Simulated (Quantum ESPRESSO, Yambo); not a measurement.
# A GW chain in Yambo: CdF2 (Fm-3m), part 2 of 3

How does a plane-wave GW calculation on CdF2 (Fm-3m) run from the first input to the gap?

Quantum ESPRESSO 7.5 and Yambo 5.3.0; PBE and many-body steps on it, plane waves. Known limits of the many-body steps: not at the basis limit; d shell near the gap, gap tends to lie low; no spin-orbit coupling; coarse k mesh.

So far. Step 2 (Ground state): The gap is indirect, with the least direct gap 0.48 eV higher. Step 3 (Bands along the symmetry lines): The gap is 3.124 eV, −0.019 eV from the run before at this level.

### 4. Empty states on the mesh, 4×4×4 mesh, 478 bands

Level of this step: DFT, PBE, plane waves, norm-conserving pseudopotentials (Quantum ESPRESSO).

The sums over transitions need many empty states on a uniform mesh; this step solves for them.

Input file pw.in:

```
&control
  calculation = 'nscf'
  prefix = 'x'
  outdir = 'o'
  pseudo_dir = 'pseudo'
/
&system
  ibrav = 0
  nat = 3
  ntyp = 2
  ecutwfc = 94.0
  nbnd = 478
  force_symmorphic = .true.
/
&electrons
  conv_thr = 1e-9
  electron_maxstep = 80
  diago_full_acc = .true.
  diago_thr_init = 5e-6
/
ATOMIC_SPECIES
  Cd 112.41 Cd.upf
  F 18.998 F.upf
CELL_PARAMETERS angstrom
  0.0000000000 2.6940000000 2.6940000000
  2.6940000000 0.0000000000 2.6940000000
  2.6940000000 2.6940000000 -0.0000000000
ATOMIC_POSITIONS crystal
  Cd 0.0000000000 0.0000000000 0.0000000000
  F 0.2500000000 0.2500000000 0.2500000000
  F 0.7500000000 0.7500000000 0.7500000000
K_POINTS automatic
  4 4 4 0 0 0
```

The run is started by

```bash
OMP_NUM_THREADS=1 mpirun -n 4 pw.x -nk 4 -in pw.in > pw.out
```

What it wrote:

```text
[banner, memory and clock lines left out]
Program PWSCF v.7.5 starts

     Atomic positions and unit cell read from directory:
     o/x.save/

     Message from routine setup:
     using ibrav=0 with symmetry is DISCOURAGED, use correct ibrav instead

     G-vector sticks info

     bravais-lattice index     =            0
     lattice parameter (alat)  =       7.1997  a.u.
     unit-cell volume          =     263.8878 (a.u.)^3
     number of atoms/cell      =            3
     number of atomic types    =            2
     number of electrons       =        34.00
     number of Kohn-Sham states=          478
     kinetic-energy cutoff     =      94.0000  Ry
     charge density cutoff     =     376.0000  Ry
     Exchange-correlation= PBE
                           (   1   4   3   4   0   0   0)

     celldm(1)=   7.199651  celldm(2)=   0.000000  celldm(3)=   0.000000
     celldm(4)=   0.000000  celldm(5)=   0.000000  celldm(6)=   0.000000

     crystal axes: (cart. coord. in units of alat)
               a(1) = (   0.000000   0.707107   0.707107 )
               a(2) = (   0.707107   0.000000   0.707107 )
               a(3) = (   0.707107   0.707107  -0.000000 )

     reciprocal axes: (cart. coord. in units 2 pi/alat)
               b(1) = ( -0.707107  0.707107  0.707107 )
               b(2) = (  0.707107 -0.707107  0.707107 )
               b(3) = (  0.707107  0.707107 -0.707107 )
     Pseudo is Norm-conserving + core correction, Zval = 20.0
     Generated using ONCVPSP code by D. R. Hamann
     Using radial grid of 1368 points,  6 beta functions with:
     Pseudo is Norm-conserving + core correction, Zval =  7.0
     Generated using ONCVPSP code by D. R. Hamann
     Using radial grid of  832 points,  5 beta functions with:
     Cd               20.00   112.41000     Cd( 1.00)
     F                 7.00    18.99800     F ( 1.00)

     48 Sym. Ops., with inversion, found

   Cartesian axes

     site n.     atom                  positions (alat units)
         1        Cd     tau(   1) = (   0.0000000   0.0000000   0.0000000  )
         2        F      tau(   2) = (   0.3535534   0.3535534   0.3535534  )
         3        F      tau(   3) = (   1.0606602   1.0606602   1.0606602  )

     number of k points=     8
                       cart. coord. in units 2pi/alat
        k(    1) = (   0.0000000   0.0000000   0.0000000), wk =   0.0312500
        k(    2) = (   0.1767767   0.1767767  -0.1767767), wk =   0.2500000
        k(    3) = (  -0.3535534  -0.3535534   0.3535534), wk =   0.1250000
[...]
k(    7) = (  -0.7071068   0.0000000   0.0000000), wk =   0.0937500
        k(    8) = (  -0.7071068   0.3535534   0.0000000), wk =   0.1875000

     Dense  grid:    32647 G-vectors     FFT dimensions: (  45,  45,  45)

     The potential is recalculated from file :
     o/x.save/charge-density

     Starting wfcs are   18 randomized atomic wfcs +  460 random wfcs

     Band Structure Calculation

     End of band structure calculation

          k = 0.0000 0.0000 0.0000 (  4015 PWs)   bands (ev):

   -91.9103 -53.0066 -53.0066 -53.0066 -14.2018 -13.1009   0.9377   0.9377
     0.9377   2.1379   2.1379   5.5577   5.5577   5.5577   6.0345   6.0345
     6.0345   9.6539  19.2706  19.2706  19.2706  24.2210  26.4704  26.4704
[...]
[... 48 further rows ...]
[...]
295.1143 295.1143 296.2447 296.2447 296.2447 296.7808

          k = 0.1768 0.1768-0.1768 (  4050 PWs)   bands (ev):

[...]
[... 48 further rows ...]
[...]
293.8552 294.0174 294.9528 294.9533 294.9533 297.1690

          k =-0.3536-0.3536 0.3536 (  4092 PWs)   bands (ev):

[...]
77.7756  78.0206  79.5497  79.5497  79.7154  79.7154  80.7871  80.7871
     [... 48 further rows ...]
   291.4416 292.3405 292.6191 292.6191 293.1318 295.0307 295.0307 296.3639
   296.3639 296.7682 298.8677 299.4142 299.4142 300.0088

          k = 0.3536 0.0000 0.0000 (  4064 PWs)   bands (ev):

     [... further k-points ...]

     highest occupied, lowest unoccupied level (ev):     6.5299    9.6539

     XML data file, pseudopotentials, collected wavefunctions
```

Elapsed: 50 s, on 4 MPI ranks of Intel Xeon 6975P-C (Granite Rapids), shared host; peak memory 0.99 GiB; 3.3 min of CPU time.

This step gave:

```yaml
gap: 3.124 eV
k_of_the_valence_top: 0.25, -0.5, -0.25
k_of_the_conduction_bottom: 0, 0, 0
least_direct_gap: 3.619 eV
k_points_computed: 8
lowest_point_of_the_top_converged_band_above_the_valence_top: 290.2509 eV
```

On this mesh the gap is 3.124 eV.

### 5. Conversion and set-up

This step: Yambo 5.3.0; conversion and set-up on PBE, plane waves, norm-conserving pseudopotentials.

The states are converted to the many-body program's format and the q mesh is built.

The run is started by

```bash
(cd o/x.save; p2y > p2y.log; mv SAVE ../..); yambo > setup.log
```

What it wrote:

```text
 Yambo, version 5.3.0

 [02] CORE Variables Setup
 =========================

  [02.01] Unit cells
  ==================

  Cell kind             :  FCC
  Atoms in the cell     :  Cd  F
  number of Cd atoms    :  1
  number of F  atoms    :  2

  List of atomic masses
  Mass of Cd    :  112.4100
  Mass of F     :  18.99800

  List of atomic coordinates    : [cc]
  Cd1       :  0.000000  0.000000  0.000000  order 1
  F1       :  2.545461  2.545461  2.545461  order 2
  F2       :  7.636383  7.636383  7.636383  order 3

  Alat factors          :  5.090922  5.090922  5.090922 [a.u.]
  Direct lattice volume :  263.8878 [a.u.]
  Direct lattice vectors:  A[ 1 ]  A[ 2 ]  A[ 3 ]
   A[ 1 ]:  0.000000  1.000000  1.000000  [iru]
   0.000000  5.090922  5.090922  [cc]
   A[ 2 ]:  1.000000  0.000000  1.000000  [iru]
   5.090922  0.000000  5.090922  [cc]
   A[ 3 ]:  1.000000  1.000000 -0.000000  [iru]
   5.090922  5.090922 -0.000000  [cc]

  Recip. lattice volume :  0.939984 [a.u.]
  Recip. lattice vectors:  B[ 1 ]  B[ 2 ]  B[ 3 ]
   B[ 1 ]: -0.500000  0.500000  0.500000  [iku]
  -0.617097  0.617097  0.617097  [cc]
   B[ 2 ]:  0.500000 -0.500000  0.500000  [iku]
   0.617097 -0.617097  0.617097  [cc]
   B[ 3 ]:  0.500000  0.500000 -0.500000  [iku]
   0.617097  0.617097 -0.617097  [cc]

  [02.02] Symmetries
  ==================

  Inversion symmetry    : yes
  Spatial inversion     : yes
  Inversion index       :  25
  K-space Time-reversal : no
  Magnetic symmetries   : no
  Group table correct   : yes
  Symmetries units      :  [cc]

   [S  1]:   1.0000     -0.75024E-17 -0.75024E-17 -0.75024E-17   1.0000      0.75024E-17  0.75024E-17  0.75024E-17   1.0000
   [S  2]:  -1.0000      0.75024E-17 -0.75024E-17  0.75024E-17  -1.0000      0.75024E-17 -0.75024E-17 -0.75024E-17   1.0000
   [S  3]:  -1.0000     -0.75024E-17  0.75024E-17  0.75024E-17   1.0000     -0.75024E-17 -0.75024E-17  0.75024E-17  -1.0000
[...]
[... 36 further rows ...]
   [S 47]: -0.75024E-17   1.0000      0.75024E-17  0.75024E-17 -0.75024E-17  -1.0000       1.0000      0.75024E-17 -0.75024E-17
   [S 48]: -0.75024E-17  -1.0000     -0.75024E-17  0.75024E-17  0.75024E-17   1.0000       1.0000     -0.75024E-17  0.75024E-17

  [02.03] Reciprocal space
  ========================

  nG shells         :   332
  nG charge         :   32647
  nG WFs            :   4935
  nC WFs            :   4092
  G-vecs. in first 33 shells:  [ Number ]
     1    9   15   27   51   59   65   89  113
    137   169   181   229   259   283   307   331   339
    387   411   459   531   537   561   609   645   701
    725   749   821   869   893   941
  ...
  Shell energy in first 33 shells:  [ mHa ]
    0.00000      571.213      761.617      1523.23      2094.45      2284.85      3046.47      3617.68      3808.09
    4569.70      5140.92      6092.94      6664.15      6854.56      7616.17      8187.39      8377.79      9139.41
[...]
K/Q-points units:
  rlu = crystal or reduced units; cc = cartesian coordinates; iku = interal k-units

  K [1]          [rlu]:  0.000000  0.000000  0.000000
         WF components:   4015
  K [2]          [rlu]:  0.89314E-17 -0.49464E-17  0.25000
         WF components:   4050
  K [3]          [rlu]: -0.17863E-16  0.98927E-17 -0.50000
         WF components:   4092
  K [4]          [rlu]:  0.65886E-17  0.25000      0.25000
         WF components:   4064
  K [5]          [rlu]: -0.14839E-16  0.25000     -0.50000
         WF components:   4069
  [... 2 further k-points ...]
  K [8]          [rlu]:  0.250000 -0.500000 -0.250000
         WF components:   4056

  [02.05] Energies & Occupations
  ==============================

  [X] === General ===
  [X] Electronic Temperature                        :  0.000000  0.000000 [eV K]
  [X] Bosonic    Temperature                        :  0.000000  0.000000 [eV K]
  [X] Finite Temperature mode                       : no
  [X] El. density                                   :  0.86947E+24 [cm-3]
  [X] Fermi Level                                   :  6.529887 [eV]

  [X] === Gaps and Widths ===
  [X] Conduction Band Min                           :  3.123994 [eV]
  [X] Valence Band Max                              :  0.000000 [eV]
  [X] Filled Bands                                  :  17
  [X] Empty Bands                                   :    18   478
  [X] Direct Gap                                    :  3.619366 [eV]
  [X] Direct Gap localized at k                     :  1
  [X] Indirect Gap                                  :  3.123994 [eV]
  [X] Indirect Gap between kpts                     :   8   1
  [X] Last valence band width                       :  0.495373 [eV]
  [X] 1st conduction band width                     :  4.976967 [eV]

  E @ K [1]:  [eV]
  -98.44020 -59.53651 -59.53651 -59.53651 -20.73165 -19.63080  -5.59223  -5.59223
  -5.592235 -4.392008 -4.392008 -0.972220 -0.972220 -0.972220 -0.495373 -0.495373
   -0.49537   3.12399  12.74068  12.74068  12.74068  17.69108  19.94050  19.94050
[...]
occ @ K [1]
[...]
E @ K [2]:  [eV]
[...]
occ @ K [2]
[...]
E @ K [3]:  [eV]
[...]
occ @ K [3]
[...]
E @ K [4]:  [eV]
[...]
occ @ K [4]
[...]
E @ K [5]:  [eV]
[...]
occ @ K [5]
[...]
[... 2 further k-points ...]
  E @ K [8]:  [eV]
[...]
occ @ K [8]
[...]
0.000000  0.000000  0.000000  0.000000  0.000000  0.000000  0.000000  0.000000
   0.000000  0.000000  0.000000  0.000000  0.000000  0.000000  0.000000  0.000000

 [03] Transferred momenta grid and indexing
 ==========================================

 IBZ Q-points                                      :   8
 BZ  Q-points                                      :   64

 K/Q-points units:
 rlu = crystal or reduced units; cc = cartesian coordinates; iku = interal k-units

 Q [1]          [rlu]:  0.000000  0.000000  0.000000
 Q [2]          [rlu]:  0.14198E-16 -0.27435E-16  0.25000
 Q [3]          [rlu]: -0.28396E-16  0.54870E-16 -0.50000
[...]
Q [7]          [rlu]: -0.13177E-16 -0.50000     -0.50000
 Q [8]          [rlu]:  0.250000 -0.500000 -0.250000

  [03.01] X indexes
  =================

   [03.01.01] Sigma indexes
   ========================

 [06] Game Over & Game summary
```

It took 3 s on 1 MPI rank; peak memory 0.25 GiB.

[end of part 2 of 3]

[Paths, hosts, dates, memory and timing lines, banners, echoed tables and standing remarks are left out of the program output.]

[Logs are printed without paths, hosts, clocks, repeated set-up lines and the standing remarks that a program may print on its own settings, such as how far it seeks lower states.]

[Runs of the session that timed out or met a known fault of the program may be left out.]

[Hosts, paths, dates, database ids (printed as entryN), source tags and the programs' standing remarks are cut or masked in the printed files.]
